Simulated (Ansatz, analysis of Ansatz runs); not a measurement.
# How often does O try the jump in Li5AuO4 (C2/m)?, part 2 of 2

Aim: the prefactor of a hop in Li5AuO4 (C2/m) (V_O hop (2.9 Å), charge 0) from the modes of the moving atom at the start and at the top of a path found beforehand. Model: a cell of 80 host atoms with 1 O taken out.

Ansatz 0.2.0; plane-wave PAW DFT, PBEsol; finite-difference force constants of the moving atom alone.

So far. Step 2 (Vibrations of the moving atom at the start point): The three modes are 372, 375 and 571 cm⁻¹: all real, a minimum for this atom with the others held.

**3. Vibrations of the moving atom at the top of the path**

The same at the top, where the mode along the path should be imaginary.

Contents of q0.top.modes/input.yaml:

```yaml
crystal:
  lattice:
    - [9.40268524, 0.0, -0.02548652]
    - [0.0, 9.40405317, 0.0]
    - [-2.07562506, 0.0, 9.16358709]
  atoms:
    - { symbol: Li, position: [-0.00200753, 0.77915927, 0.25265616] }
    - { symbol: Li, position: [0.2523448, 0.28606742, 0.24743931] }
[... 25 atom lines left out ...]
    - { symbol: Li, position: [0.27321301, 0.72119934, 0.7678239] }
[... 1 atom line left out ...]
    - { symbol: Li, position: [0.24753758, 0.4701205, 0.49422007] }
[... 3 atom lines left out ...]
    - { symbol: O, position: [0.3695998, 0.33592747, 0.60932644] }
[... 1 atom line left out ...]
    - { symbol: O, position: [0.35416973, 0.8775944, 0.90371881] }
[... 7 atom lines left out ...]
    - { symbol: Li, position: [0.48753725, 0.72918186, -0.02474051] }
[... 15 atom lines left out ...]
    - { symbol: Li, position: [0.50002654, 0.89144205, 0.74645641] }
[... 3 atom lines left out ...]
    - { symbol: Li, position: [0.50496584, 0.72314125, 0.52526808] }
[... 2 atom lines left out ...]
    - { symbol: Li, position: [0.72538722, 0.71479277, 0.73948127] }
[... 2 atom lines left out ...]
    - { symbol: Au, position: [0.50489616, 0.50287065, 0.74245444] }
[... 1 atom line left out ...]
    - { symbol: O, position: [0.63614837, 0.86969288, 0.60814067] }
[... 1 atom line left out ...]
    - { symbol: O, position: [0.63583836, 0.33673339, 0.885362] }
[... 3 atom lines left out ...]
    - { symbol: O, position: [0.48498548, 0.71105615, 0.75924454] }
    - { symbol: O, position: [0.88326539, 0.14190207, 0.87804821] }
  symmetry: { detect: false }
basis:
  ecutwfc: 420
  xc_grid: 2
hamiltonian:
  xc: pbesol
kpoints:
  mp_grid: { grid: [1, 1, 1], shift: [0.25, 0.25, 0.25] }
scf:
  occupations: { method: fixed }
  max_iter: 150
phonons:
  supercell: [1, 1, 1]
  displaced_sites: [77]
  amplitude: 0.02
```

Launch:

```sh
> ansatz run input.yaml --threads 4 --pin off --max-ram 14131MiB --backend cpu --events-out ev --progress --plain --runs-dir out
```

Numbers of over 12 decimals in the logs are rounded to 6 here.

The program printed:

```text
[...]
Crystal: 79 atoms, lattice volume = 809.778 Å³
Basis set: ecut = 420 eV, 15817 PW (Γ), exchange–correlation on 128×128×128 points (8 copies of the dense FFT grid, shifted against one another)
Bands: 308, of which v1, the nominal top of the filled ones, is band 229 counted from 1 (228 counted from 0)
Symmetry: 1 space group operations
k-points: 1
[...]
SCF iter   1: F=—  HF=-129604.504664 eV  |F-HF|=—  |Δ(HF+E_count)|=         —  Δρ=1.48e-2  dr2=1.84e0  ethr=1.77e-3  ⟨swp⟩=5.0  Hψ=965  notcnv=0  defer=73
[...]
SCF iter  14: F=-129603.993100 eV  HF=-129603.993100 eV  |F-HF|=3.93e-10  |Δ(HF+E_count)|=  9.60e-10  Δρ=2.97e-7  dr2=7.26e-10  ethr=1.00e-12  ⟨swp⟩=16.0  Hψ=1965  notcnv=0
SCF 1 converged in 14 iterations: F = -129603.993100 eV  dr2 = 7.26e-10
[...]
SCF iter  11: F=-129603.993283 eV  HF=-129603.993283 eV  |F-HF|=5.82e-11  |Δ(HF+E_count)|=  8.73e-11  Δρ=7.69e-8  dr2=5.22e-11  ethr=1.00e-12  ⟨swp⟩=4.0  Hψ=772  notcnv=0
SCF 2 converged in 11 iterations: F = -129603.993283 eV  dr2 = 5.22e-11
[...]
SCF iter   7: F=-129603.992066 eV  HF=-129603.992066 eV  |F-HF|=2.91e-11  |Δ(HF+E_count)|=  2.91e-11  Δρ=1.03e-7  dr2=6.54e-11  ethr=1.00e-12  ⟨swp⟩=2.0  Hψ=905  notcnv=0
SCF 3 converged in 7 iterations: F = -129603.992066 eV  dr2 = 6.54e-11
[...]
SCF iter  12: F=-129603.987599 eV  HF=-129603.987599 eV  |F-HF|=0.00e0  |Δ(HF+E_count)|=  7.28e-11  Δρ=2.84e-8  dr2=6.72e-12  ethr=1.00e-12  ⟨swp⟩=2.0  Hψ=776  notcnv=0
SCF 4 converged in 12 iterations: F = -129603.987599 eV  dr2 = 6.72e-12
[...]
SCF iter   8: F=-129603.986946 eV  HF=-129603.986946 eV  |F-HF|=0.00e0  |Δ(HF+E_count)|=  4.37e-11  Δρ=4.95e-8  dr2=1.63e-11  ethr=1.00e-12  ⟨swp⟩=4.0  Hψ=765  notcnv=0
SCF 5 converged in 8 iterations: F = -129603.986946 eV  dr2 = 1.63e-11
[...]
SCF iter  11: F=-129603.992559 eV  HF=-129603.992559 eV  |F-HF|=4.37e-11  |Δ(HF+E_count)|=  7.28e-11  Δρ=8.81e-8  dr2=6.38e-11  ethr=1.00e-12  ⟨swp⟩=2.0  Hψ=777  notcnv=0
SCF 6 converged in 11 iterations: F = -129603.992559 eV  dr2 = 6.38e-11
[...]
SCF iter   8: F=-129603.993329 eV  HF=-129603.993329 eV  |F-HF|=4.37e-11  |Δ(HF+E_count)|=  7.28e-11  Δρ=8.58e-8  dr2=5.77e-11  ethr=1.00e-12  ⟨swp⟩=3.0  Hψ=733  notcnv=0
SCF 7 converged in 8 iterations: F = -129603.993329 eV  dr2 = 5.77e-11
SCF converged after 14 iterations
Free energy (F): -129603.993100 eV
[...]
Internal energy: -129603.993100 eV  (E = F + TS)
E sigma→0 (E₀):  -129603.993100 eV
Fermi energy:    6.597721 eV
[...]
--- Forces (eV/Å), atoms counted from 1 ---
  atom   1  Li     0.00009133     0.00273294    -0.00166540
  atom   2  Li     0.00168418    -0.00017941     0.00144060
  [... 25 atoms left out ...]
  atom  28  Li     0.00181606    -0.00184845    -0.00618157
  [... 7 atoms left out ...]
  atom  36  O      0.00353535     0.00995662    -0.01065354
  [... 7 atoms left out ...]
  atom  44  Li    -0.00237939     0.00210948     0.01137301
  [... 15 atoms left out ...]
  atom  60  Li    -0.01008809    -0.00366541     0.00577446
  [... 3 atoms left out ...]
  atom  64  Li    -0.00264446     0.00107209    -0.00738951
  [... 2 atoms left out ...]
  atom  67  Li    -0.00058534     0.00266135    -0.00060857
  [... 2 atoms left out ...]
  atom  70  Au    -0.02438411     0.01094508    -0.00487705
  [... 1 atom left out ...]
  atom  72  O      0.00107662    -0.00031628     0.00982170
  [... 1 atom left out ...]
  atom  74  O      0.01095281    -0.01376373     0.00539805
  [... 3 atoms left out ...]
  atom  78  O      0.02955956     0.01341817    -0.01855837
  [... 1 atom left out ...]
  max |Σ_I F_I| component: 2.86e-5 eV/Å
--- Band table (eV) ---
[...]
transpose residual: 1.5e-3 eV/Å²
[...]
frequencies among the named sites at Γ of the cell (cm⁻¹): -130.23 253.36 705.60
  unstable modes among the named sites: 1
  frequencies as built, with no sum rule (cm⁻¹): -130.22 253.36 705.60
  zero-point energy: 0.059448 eV/cell   skipped modes (ω ≤ 0): 1, of them read as no rigid motion or as one in doubt: 1 (1.000e0 modes/cell left out, lowest -130.23 cm⁻¹)
[...]
```

Run time: 1.9 min. Hardware: 4 threads of Arm Neoverse V1, shared host; peak memory 1.5 GiB; 7.3 min of CPU time.

Read from the output:

```yaml
free_energy: -129603.9931 eV
frequencies_of_moving_atom: -130.2, 253.4, 705.6 cm⁻¹ (negative: imaginary)
```

The three modes are 130i, 253 and 706 cm⁻¹: one imaginary, a saddle of first order for this atom with the others held.

**4. Attempt frequency and hop rate**

Analysis of the runs above: harmonic transition-state theory from the moving atom's modes alone (Vineyard), PBEsol.

It gives:

```
attempt frequency : 13.35 THz
```

The hop rate by temperature:

```csv
temperature (K),hop rate (1/s)
200,1.4e-45
300,2.9e-26
400,1.3e-16
600,6.2e-7
800,0.0424
1000,33.6
```

**5. Results**

| Quantity | Value |
| --- | --- |
| attempt frequency (attempt frequency and hop rate) | 13.4 THz |

What this shows: The attempt frequency, the product of the three frequencies at the start over that of the two real ones at the top (Vineyard), is 13.4 THz. With the barrier of 2.30 eV it gives 6.2e-07 hops a second at 600 K along this one path; equivalent neighbouring sites multiply that. The host's atoms were held, though they move along the path too, so the prefactor is rough. What this leaves open: one k-point off the zone centre stands for the whole zone; spin–orbit coupling, which can matter with heavy atoms, is left out.

[Logs are printed without paths, hosts, clocks, repeated set-up lines and the standing remarks that a program may print on its own settings, such as how far it seeks lower states.]

[Hosts, paths, dates, database ids (printed as entryN), source tags and the programs' standing remarks are cut or masked in the printed files.]
